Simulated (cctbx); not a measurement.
# A crystallographic session in cctbx: Er2Cd9Ni12N6

Library: cctbx 2025.11. The data are simulated by the first script.

## 1. Simulate the data

run.py:

```python
from cctbx import adptbx, crystal, miller, sgtbx, xray
from cctbx.array_family import flex
from iotbx.shelx import hklf
from scitbx import matrix
import scitbx.random

cs = crystal.symmetry(unit_cell=(12.144, 12.144, 12.144, 90, 90, 90), space_group_symbol='Hall: -F 4 2 3')  # Fm-3m
atoms = [  # label, site, U (iso, or U11 U22 U33 U12 U13 U23 in A^2), occupancy
    ("Er1", (0.25, 0.25, 0.75), (0.0086, 0.0086, 0.0086, 0.0000, -0.0000, -0.0000), 1),
    ("Cd1", (0.8868, 0.8868, 0.6132), (0.0096, 0.0096, 0.0096, 0.0004, -0.0004, -0.0004), 1),
    ("Cd2", (0, 0, 0), (0.0112, 0.0112, 0.0112, -0.0000, 0.0000, -0.0000), 1),
    ("Ni1", (0.3324, 0.6676, 0), (0.0136, 0.0136, 0.0096, 0.0018, 0.0000, 0.0000), 1),
    ("N1", (0, 0, 0.7295), (0.0132, 0.0132, 0.0117, 0.0000, 0.0000, 0.0000), 1),
]
xs = xray.structure(crystal_symmetry=cs)
for label, site, u, occ in atoms:
    u = adptbx.u_cif_as_u_star(cs.unit_cell(), u) if isinstance(u, tuple) else u
    xs.add_scatterer(xray.scatterer(label, site=site, u=u, occupancy=occ))
xs.set_inelastic_form_factors(0.71073, "sasaki")
xs.show_summary()
p1 = xs.expand_to_p1()
ms = miller.build_set(p1, anomalous_flag=True, d_min=0.6)
flex.set_random_seed(186907)
scitbx.random.set_random_seed(186907)
ms = ms.select(flex.random_double(ms.size()) < 0.8)
i = ms.structure_factors_from_scatterers(p1, algorithm="direct").f_calc().as_intensity_array().data()
i = i * 40000 / flex.max(i)
sig = flex.sqrt(i + flex.pow2(0.015 * i) + 15 ** 2)
noise = scitbx.random.variate(scitbx.random.normal_distribution())(i.size())
data = ms.array(data=i + sig * noise, sigmas=sig).set_observation_type_xray_intensity()
with open("data.hkl", "w") as f:
    data.export_as_shelx_hklf(f)
print("reflections written:", data.size(), " <I/sigma> = %.1f" % flex.mean(data.data() / data.sigmas()))
for h, a, b in list(data.sort("data"))[:12]:
    print("%4d%4d%4d %9.1f %7.1f" % (h + (a, b)))
```

```console
$ python run.py
```

```text
Number of scatterers: 5
At special positions: 5
Unit cell: (12.144, 12.144, 12.144, 90, 90, 90)
Space group: F m -3 m (No. 225)
reflections written: 27761  <I/sigma> = 5.3
   0   4  -4   40593.4   632.6
   4  -4   0   40570.6   632.6
  -4   4   0   40522.9   632.6
   0  -4  -4   40355.5   632.6
   0  -4   4   40168.2   632.6
  -4   0  -4   40159.2   632.6
   4   0   4   39691.8   632.6
  -4  -4   0   39311.0   632.6
   4   4   0   39276.4   632.6
   0   4   4   39132.8   632.6
   3   3  -3   38661.0   592.0
   3   3   3   37693.1   592.0
```

It took 0.49 s on 1 thread of Arm Neoverse V2, with other jobs on the host, peak memory 0.08 GiB.

## 2. Symmetry

run.py:

```python
from cctbx import crystal, sgtbx, statistics
from cctbx.array_family import flex
from iotbx.shelx import hklf

p1 = crystal.symmetry(unit_cell=(12.144, 12.144, 12.144, 90, 90, 90), space_group_symbol="P 1")
raw = hklf.reader(file_name="data.hkl").as_miller_arrays(crystal_symmetry=p1, anomalous=True)[0]
print(raw.size(), "reflections to d = %.3f A" % raw.d_min())
isig = raw.data() / raw.sigmas()
print("centring   violations  <I/sigma> of those")
best = "P"
for c in "ABCIRF":
    a = raw.customized_copy(space_group_info=sgtbx.space_group_info("Hall: %s 1" % c)).sys_absent_flags().data()
    m = flex.mean(isig.select(a))
    print("%5s %10d of %5d %8.1f" % (c, (isig.select(a) > 4).count(True), a.count(True), m))
    if (isig.select(a) > 4).count(True) < 0.01 * a.count(True):
        best = c
raw = raw.select(~raw.customized_copy(space_group_info=sgtbx.space_group_info("Hall: %s 1" % best)).sys_absent_flags().data())
isig = raw.data() / raw.sigmas()
rows = []
for s in sgtbx.space_group_symbol_iterator():
    g = sgtbx.space_group(s)
    if g.conventional_centring_type_symbol() != best or not g.is_compatible_unit_cell(p1.unit_cell(), 1e-3, 0.02):
        continue
    rows.append((s, g))
print("Laue class    unique    Rint  (classes that these axes allow; Friedel mates merged)")
rint = {}
for s, g in rows:
    laue = g.build_derived_patterson_group()
    key = laue.type().hall_symbol()
    if key not in rint:
        m = raw.customized_copy(space_group_info=laue.info(), anomalous_flag=False).merge_equivalents()
        rint[key] = m.r_int()
        print("%-14s %6d %7.3f" % (laue.type().lookup_symbol(), m.array().size(), m.r_int()))
floor = min(rint.values())
good = [(s, g) for s, g in rows if rint[g.build_derived_patterson_group().type().hall_symbol()] < 2 * floor + 0.03]
top = max(g.build_derived_patterson_group().order_z() for s, g in good)
print("space group    extra absences  I>4sigma  <I/sigma>")
for s, g in good:
    laue = g.build_derived_patterson_group()
    if laue.order_z() != top:
        continue
    a = raw.customized_copy(space_group_info=g.info()).sys_absent_flags().data()
    a &= ~raw.customized_copy(space_group_info=laue.info()).sys_absent_flags().data()
    bad = (isig.select(a) > 4).count(True)
    if bad <= 0.03 * a.count(True):
        print("%-16s %8d %10d %9s  %s" % (s.universal_hermann_mauguin(), a.count(True), bad, "%.1f" % flex.mean(isig.select(a)) if a.count(True) else "-", "centric" if g.is_centric() else "acentric"))
laue = max(good, key=lambda t: t[1].build_derived_patterson_group().order_z())[1].build_derived_patterson_group()
f = raw.customized_copy(space_group_info=laue.info(), anomalous_flag=False).merge_equivalents().array().eliminate_sys_absent().f_sq_as_f()
f.set_observation_type_xray_amplitude()
bins = max(3, min(8, f.size() // 12))
f.setup_binner(n_bins=bins)
w = statistics.wilson_plot(f, {e: n / laue.order_z() for e, n in {'Er': 8.0, 'Cd': 36.0, 'Ni': 48.0, 'N': 24.0}.items()}, e_statistics=True)
print("Wilson B = %.2f A^2   <|E^2-1|> = %.3f (0.968 centric, 0.736 acentric)   E^2>4: %.1f %%" % (w.wilson_b, w.mean_e_sq_minus_1, w.percent_e_sq_gt_2))
print("shell (A)         n   <I/sigma>")
m = raw.customized_copy(space_group_info=laue.info(), anomalous_flag=False).merge_equivalents().array().eliminate_sys_absent()
for b in m.setup_binner(n_bins=bins).range_used():
    sel = m.binner().selection(b)
    print("%5.2f - %4.2f %6d %8.1f" % (min(m.binner().bin_d_range(b)[0] if m.binner().bin_d_range(b)[0] > 0 else 99, 99), m.binner().bin_d_range(b)[1], sel.count(True), flex.mean((m.data() / m.sigmas()).select(sel))))
```

```console
$ python run.py
```

```text
27761 reflections to d = 0.600 A
centring   violations  <I/sigma> of those
    A          0 of 13910     -0.0
    B          0 of 13940      0.0
    C          0 of 13838      0.0
    I       2500 of 13848      4.3
    R       3767 of 18479      5.2
    F          0 of 20844     -0.0
Laue class    unique    Rint  (classes that these axes allow; Friedel mates merged)
F m m m          1208   0.020
F m -3            411   0.021
F m -3 m          267   0.021
space group    extra absences  I>4sigma  <I/sigma>
F 4 3 2                 0          0         -  acentric
F -4 3 m                0          0         -  acentric
F m -3 m                0          0         -  centric
Wilson B = 0.70 A^2   <|E^2-1|> = 0.773 (0.968 centric, 0.736 acentric)   E^2>4: 1.1 %
shell (A)         n   <I/sigma>
 7.01 - 1.20     46    143.3
 1.20 - 0.95     33    121.3
 0.95 - 0.83     36    117.7
 0.83 - 0.76     29    104.9
 0.76 - 0.70     31     97.5
 0.70 - 0.66     30     85.9
 0.66 - 0.63     32     81.0
 0.63 - 0.60     30     81.2
```

Time: 0.39 s.

## 3. Patterson map

run.py:

```python
from cctbx import crystal, maptbx
from iotbx.shelx import hklf

cs = crystal.symmetry(unit_cell=(12.144, 12.144, 12.144, 90, 90, 90), space_group_symbol='Hall: -F 4 2 3')  # Fm-3m
raw = hklf.reader(file_name="data.hkl").as_miller_arrays(crystal_symmetry=cs, anomalous=True)[0]
merged = raw.eliminate_sys_absent().merge_equivalents()
fo2 = merged.array().set_observation_type_xray_intensity()
f = fo2.average_bijvoet_mates().f_sq_as_f()
pm = f.patterson_map(symmetry_flags=maptbx.use_space_group_symmetry, sharpening=False, resolution_factor=0.25)
peaks = pm.peak_search(parameters=maptbx.peak_search_parameters(min_distance_sym_equiv=0.4, max_clusters=14)).all()
top = peaks.heights()[0]
print("Patterson group", f.patterson_symmetry().space_group_info())
print("      u       v       w   height  length (A)")
for x, h in zip(peaks.sites(), peaks.heights()):
    y = [t - round(t) for t in x]
    print("%7.3f %7.3f %7.3f %8.1f %8.2f" % (x + (1000 * h / top, cs.unit_cell().length(y))))
```

```console
$ python run.py
```

```text
Patterson group F m -3 m
      u       v       w   height  length (A)
  0.000   0.000   0.000   1000.0     0.00
  0.000   0.000   0.500    288.9     6.07
  0.000   0.000   0.227    221.5     2.75
  0.134   0.134   0.366    206.1     5.01
  0.250   0.250   0.250    187.0     5.26
  0.136   0.136   0.136    178.4     2.85
  0.000   0.167   0.167    124.0     2.87
  0.000   0.227   0.227    115.2     3.90
  0.161   0.161   0.339     91.2     4.96
  0.083   0.083   0.249     89.9     3.35
  0.060   0.107   0.227     55.2     3.14
  0.000   0.000   0.336     50.6     4.08
  0.055   0.055   0.388     50.2     4.81
  0.114   0.220   0.280     46.0     4.54
```

Time: 0.4 s.

## 4. Charge flipping

run.py:

```python
import itertools
from cctbx import crystal, maptbx
from cctbx.array_family import flex
from iotbx.shelx import hklf
from smtbx.ab_initio import charge_flipping as cf

cs = crystal.symmetry(unit_cell=(12.144, 12.144, 12.144, 90, 90, 90), space_group_symbol='Hall: -F 4 2 3')  # Fm-3m
raw = hklf.reader(file_name="data.hkl").as_miller_arrays(crystal_symmetry=cs, anomalous=True)[0]
merged = raw.eliminate_sys_absent().merge_equivalents()
fo2 = merged.array().set_observation_type_xray_intensity()
f = fo2.average_bijvoet_mates().f_sq_as_f().resolution_filter(d_min=0.6)
p1 = f.expand_to_p1()
work = p1
flex.set_random_seed(68745)
it = cf.weak_reflection_improved_iterator(delta=None, weak_reflection_fraction=0.2)
it.start(work, phases=flex.random_double(p1.size()) * 6.2832, f_000=0)
it.delta = 1.1 * it.rho_map.sigma()
print("cycle      R  skewness")
for n, st in enumerate(itertools.islice(it, 100)):
    if n % 8 == 0:
        print("%5d %6.3f %8.2f" % (n, st.r1_factor(), st.rho_map.skewness()))
rho = p1.phase_transfer(it.f_calc).fft_map().apply_volume_scaling()
polish = cf.low_density_elimination_iterator(constant_rho_c=rho.sigma())
polish.start(f_obs=p1, phases=it.f_calc, f_000=0)
for _ in range(8):
    next(polish)
print("origin shift          correlation  skewness")
maps = []
for fc, shift, cc in itertools.islice(cf.f_calc_symmetrisations(f, polish.f_calc, 0), 4):
    m = f.phase_transfer(fc).fft_map(symmetry_flags=maptbx.use_space_group_symmetry, resolution_factor=0.25).apply_sigma_scaling()
    maps.append((m.skewness(), cc, m))
    print("%6.3f %6.3f %6.3f %10.3f %9.2f" % (tuple(shift) + (cc, m.skewness())))
skew, cc, m = max((t for t in maps if t[1] > maps[0][1] - 0.04), key=lambda t: t[0])
print("taken: symmetry correlation %.3f, skewness %.2f" % (cc, skew))
peaks = m.peak_search(parameters=maptbx.peak_search_parameters(min_distance_sym_equiv=0.9, max_clusters=10)).all()
sps = cs.special_position_settings(min_distance_sym_equiv=0.5)
print("peak      x       y       z  mult  height/sigma")
for k, (x, h) in enumerate(zip(peaks.sites(), peaks.heights())):
    ss = sps.site_symmetry(x)
    print("Q%-3d %7.4f %7.4f %7.4f %4d %8.1f" % ((k + 1,) + tuple(t % 1 for t in ss.exact_site()) + (ss.multiplicity(), h)))
```

```console
$ python run.py
```

```text
cycle      R  skewness
    0  0.609     0.43
    8  0.504     2.00
   16  0.492     2.71
   24  0.460     3.47
   32  0.389     5.85
   40  0.174     8.06
   48  0.150     7.82
   56  0.145     7.71
   64  0.142     7.62
   72  0.141     7.57
   80  0.138     7.57
   88  0.137     7.54
   96  0.135     7.51
origin shift          correlation  skewness
 0.469  0.157  0.074      0.879      0.19
 0.472  0.377  0.409      0.855      0.96
 0.062  0.411  0.054      0.883      0.50
 0.411  0.105  0.217      0.864      0.41
taken: symmetry correlation 0.855, skewness 0.96
peak      x       y       z  mult  height/sigma
Q1    0.0000  0.0000  0.3295   24      7.8
Q2    0.1141  0.1141  0.2748   96      5.4
Q3    0.0917  0.2500  0.2500   48      5.1
Q4    0.0000  0.0000  0.2307   24      4.3
Q5    0.0447  0.1140  0.1140   96      4.0
Q6    0.0000  0.0000  0.1545   24      2.8
Q7    0.0417  0.1165  0.2505  192      2.7
Q8    0.0000  0.2077  0.2077   48      2.1
Q9    0.0000  0.0000  0.0000    4      2.0
Q10   0.0498  0.0498  0.3735   96      1.9
```

Time: 8.2 s.

## 5. Charge flipping

run.py, as its changes from the last script of this kind:

```diff
@@ -13,2 +13,3 @@
-work = p1
-flex.set_random_seed(68745)
+p1.setup_binner_counting_sorted(reflections_per_bin=max(40, p1.size() // 12))
+work = p1.array(data=p1.data() / p1.amplitude_quasi_normalisations().data())
+flex.set_random_seed(68746)
@@ -19,2 +20,2 @@
-for n, st in enumerate(itertools.islice(it, 100)):
-    if n % 8 == 0:
+for n, st in enumerate(itertools.islice(it, 200)):
+    if n % 16 == 0:
```

```console
$ python run.py
```

```text
cycle      R  skewness
    0  0.618     0.45
   16  0.484     2.44
   32  0.353     6.97
   48  0.145     7.74
   64  0.138     7.58
   80  0.143     7.58
   96  0.141     7.57
  112  0.139     7.54
  128  0.139     7.51
  144  0.139     7.48
  160  0.136     7.45
  176  0.136     7.43
  192  0.138     7.43
origin shift          correlation  skewness
 0.104  0.155  0.110      0.874      0.92
 0.470  0.277  0.228      0.844      3.00
 0.124  0.399  0.089      0.865      1.04
 0.436  0.266  0.081      0.835      0.16
taken: symmetry correlation 0.844, skewness 3.00
peak      x       y       z  mult  height/sigma
Q1    0.0000  0.0000  0.5000    4     22.5
Q2    0.0000  0.0000  0.0000    4     16.0
Q3    0.1303  0.1303  0.3697   32      5.7
Q4    0.0000  0.0000  0.2416   24      4.9
Q5    0.1318  0.1318  0.1318   32      4.5
Q6    0.2500  0.2500  0.2500    8      4.5
Q7    0.0000  0.1797  0.3203   48      4.5
Q8    0.0000  0.0000  0.1597   24      3.3
Q9    0.0417  0.0417  0.3786   96      2.6
Q10   0.0000  0.0000  0.3226   24      2.4
```

Time: 8.4 s.

## 6. Refinement (model from the peaks)

run.py:

```python
import math
from cctbx import adptbx, crystal, maptbx, sgtbx, xray
from cctbx.array_family import flex
from cctbx.xray import observations
from iotbx.shelx import hklf
from scitbx.lstbx import normal_eqns_solving
from smtbx import absolute_structure, utils
from smtbx.refinement import constraints, least_squares

cs = crystal.symmetry(unit_cell=(12.144, 12.144, 12.144, 90, 90, 90), space_group_symbol='Hall: -F 4 2 3')  # Fm-3m
atoms = [  # label, site, U (iso, or U11 U22 U33 U12 U13 U23 in A^2), occupancy
    ("Er1", (0, 0, 0.5), 0.0200, 1),
    ("Cd1", (0, 0, 0), 0.0200, 1),
    ("Cd2", (0.1303, 0.1303, 0.3697), 0.0200, 1),
    ("N1", (0, 0, 0.2416), 0.0200, 1),
    ("Ni1", (0, 0.1797, 0.3203), 0.0200, 1),
]
xs = xray.structure(crystal_symmetry=cs)
for label, site, u, occ in atoms:
    u = adptbx.u_cif_as_u_star(cs.unit_cell(), u) if isinstance(u, tuple) else u
    xs.add_scatterer(xray.scatterer(label, site=site, u=u, occupancy=occ))
xs.set_inelastic_form_factors(0.71073, "sasaki")
raw = hklf.reader(file_name="data.hkl").as_miller_arrays(crystal_symmetry=cs, anomalous=True)[0]
merged = raw.eliminate_sys_absent().merge_equivalents()
fo2 = merged.array().set_observation_type_xray_intensity()
print("Rint %.3f, %d unique reflections to %.2f A" % (merged.r_int(), fo2.size(), fo2.d_min()))
for sc in xs.scatterers():
    sc.flags.set_grad_site(True)
    sc.flags.set_grad_u_aniso(sc.flags.use_u_aniso())
    sc.flags.set_grad_u_iso(sc.flags.use_u_iso())
obs = fo2.as_xray_observations()
extra = {}
rep = constraints.reparametrisation(xs, [], utils.connectivity_table(xs), **extra)
ls = least_squares.crystallographic_ls(obs, rep, weighting_scheme=least_squares.mainstream_shelx_weighting(a=0, b=0))
print("cycle     R1     wR2    GooF  max shift (A)")
for cycle in range(6):
    ls.build_up()
    r1, wr2, goof = ls.r1_factor(cutoff_factor=2)[0], ls.wR2(), ls.goof()
    old = xs.sites_cart()
    normal_eqns_solving.levenberg_marquardt_iterations(ls, n_max_iterations=3, tau=0.0001, step_threshold=1e-7)
    big = flex.max((xs.sites_cart() - old).norms())
    print("%4d %7.4f %7.4f %7.3f %9.5f" % (cycle + 1, r1, wr2, goof, big))
    ls.build_up(objective_only=True)
    if abs(ls.wR2() - wr2) < 5e-5 and big < 5e-4:
        break
ls.build_up()
print("final R1 %.4f wR2 %.4f GooF %.3f  parameters %d  data/parameter %.1f" % (ls.r1_factor(cutoff_factor=2)[0], ls.wR2(), ls.goof(), ls.n_parameters, fo2.size() / ls.n_parameters))
cov = ls.covariance_matrix_and_annotations()
su = dict(zip(cov.annotations, (math.sqrt(max(v, 0)) for v in cov.matrix.matrix_packed_u_diagonal())))
a2 = cs.unit_cell().reciprocal_parameters()[0] ** -2
print("atom        x        y        z      Ueq    occ   su(xyz)  su(Uiso or U11)")
for sc in xs.scatterers():
    s = max(su.get(sc.label + k, 0) for k in (".x", ".y", ".z"))
    npd = "" if sc.is_positive_definite_u(cs.unit_cell()) else "  NPD"
    print("%-5s %8.5f %8.5f %8.5f %8.4f %6.3f %8.5f %7.4f%s" % ((sc.label,) + sc.site + (sc.u_iso_or_equiv(cs.unit_cell()), sc.occupancy, s, su.get(sc.label + ".uiso", su.get(sc.label + ".u11", 0) * a2), npd)))
fo = fo2.f_sq_as_f()
fc = fo.structure_factors_from_scatterers(xs, algorithm="direct").f_calc()
diff = fo.f_obs_minus_f_calc(1 / math.sqrt(ls.scale_factor()), fc).average_bijvoet_mates()
m = diff.fft_map(symmetry_flags=maptbx.use_space_group_symmetry, resolution_factor=0.25).apply_volume_scaling()
print("difference map: max %.2f min %.2f rms %.2f" % (m.statistics().max(), m.statistics().min(), m.statistics().sigma()))
peaks = m.peak_search(parameters=maptbx.peak_search_parameters(min_distance_sym_equiv=0.6, max_clusters=5)).all()
near = xs.closest_distances(peaks.sites(), distance_cutoff=4)
sps = cs.special_position_settings(min_distance_sym_equiv=0.5)
for k, (x, h) in enumerate(zip(peaks.sites(), peaks.heights())):
    ss = sps.site_symmetry(x)
    print("Q%-3d %7.4f %7.4f %7.4f %4d %7.2f  %.2f A from %s" % ((k + 1,) + tuple(t % 1 for t in ss.exact_site()) + (ss.multiplicity(), h, near.smallest_distances[k], xs.scatterers()[near.i_seqs[k]].label)))
```

```console
$ python run.py
```

```text
Rint 0.021, 267 unique reflections to 0.60 A
cycle     R1     wR2    GooF  max shift (A)
   1  0.8042  0.9701 130.998   0.13773
   2  0.6672  0.9111 123.029   0.02669
   3  0.6619  0.9084 122.660   0.02930
   4  0.6589  0.9075 122.541   0.04183
   5  0.6564  0.9069 122.454   0.08605
   6  0.6547  0.9060 122.340   0.14223
final R1 0.7188 wR2 0.9365 GooF 126.458  parameters 8  data/parameter 33.4
atom        x        y        z      Ueq    occ   su(xyz)  su(Uiso or U11)
Er1    0.00000  0.00000  0.50000   0.0090  1.000  0.00000  0.0142
Cd1    0.00000  0.00000  0.00000   0.0255  1.000  0.00000  0.0332
Cd2    0.12377  0.12377  0.37623   0.0013  1.000  0.00193  0.0058
N1     0.00000  0.00000  0.25450   0.0225  1.000  0.06656  0.1614
Ni1    0.00000  0.18074  0.31926   0.2642  1.000  0.02617  0.4045
difference map: max 1405.84 min -244.27 rms 30.99
Q1    0.0000  0.0000  0.0000    4 1405.84  0.00 A from Cd1
Q2    0.0000  0.0000  0.5000    4  984.89  0.00 A from Er1
Q3    0.1317  0.1317  0.3683   32  272.46  0.17 A from Cd2
Q4    0.1405  0.1405  0.1405   32  244.73  2.78 A from N1
Q5    0.0000  0.0000  0.2221   24  144.40  0.39 A from N1
```

It took 0.86 s on 1 thread of Arm Neoverse V2 (shared host), peak memory 0.09 GiB.

Figures of merit this high mean that the model is still wrong or incomplete.

[Logs are printed without paths, hosts, clocks, repeated set-up lines and the standing remarks that a program may print on its own settings, such as how far it seeks lower states.]
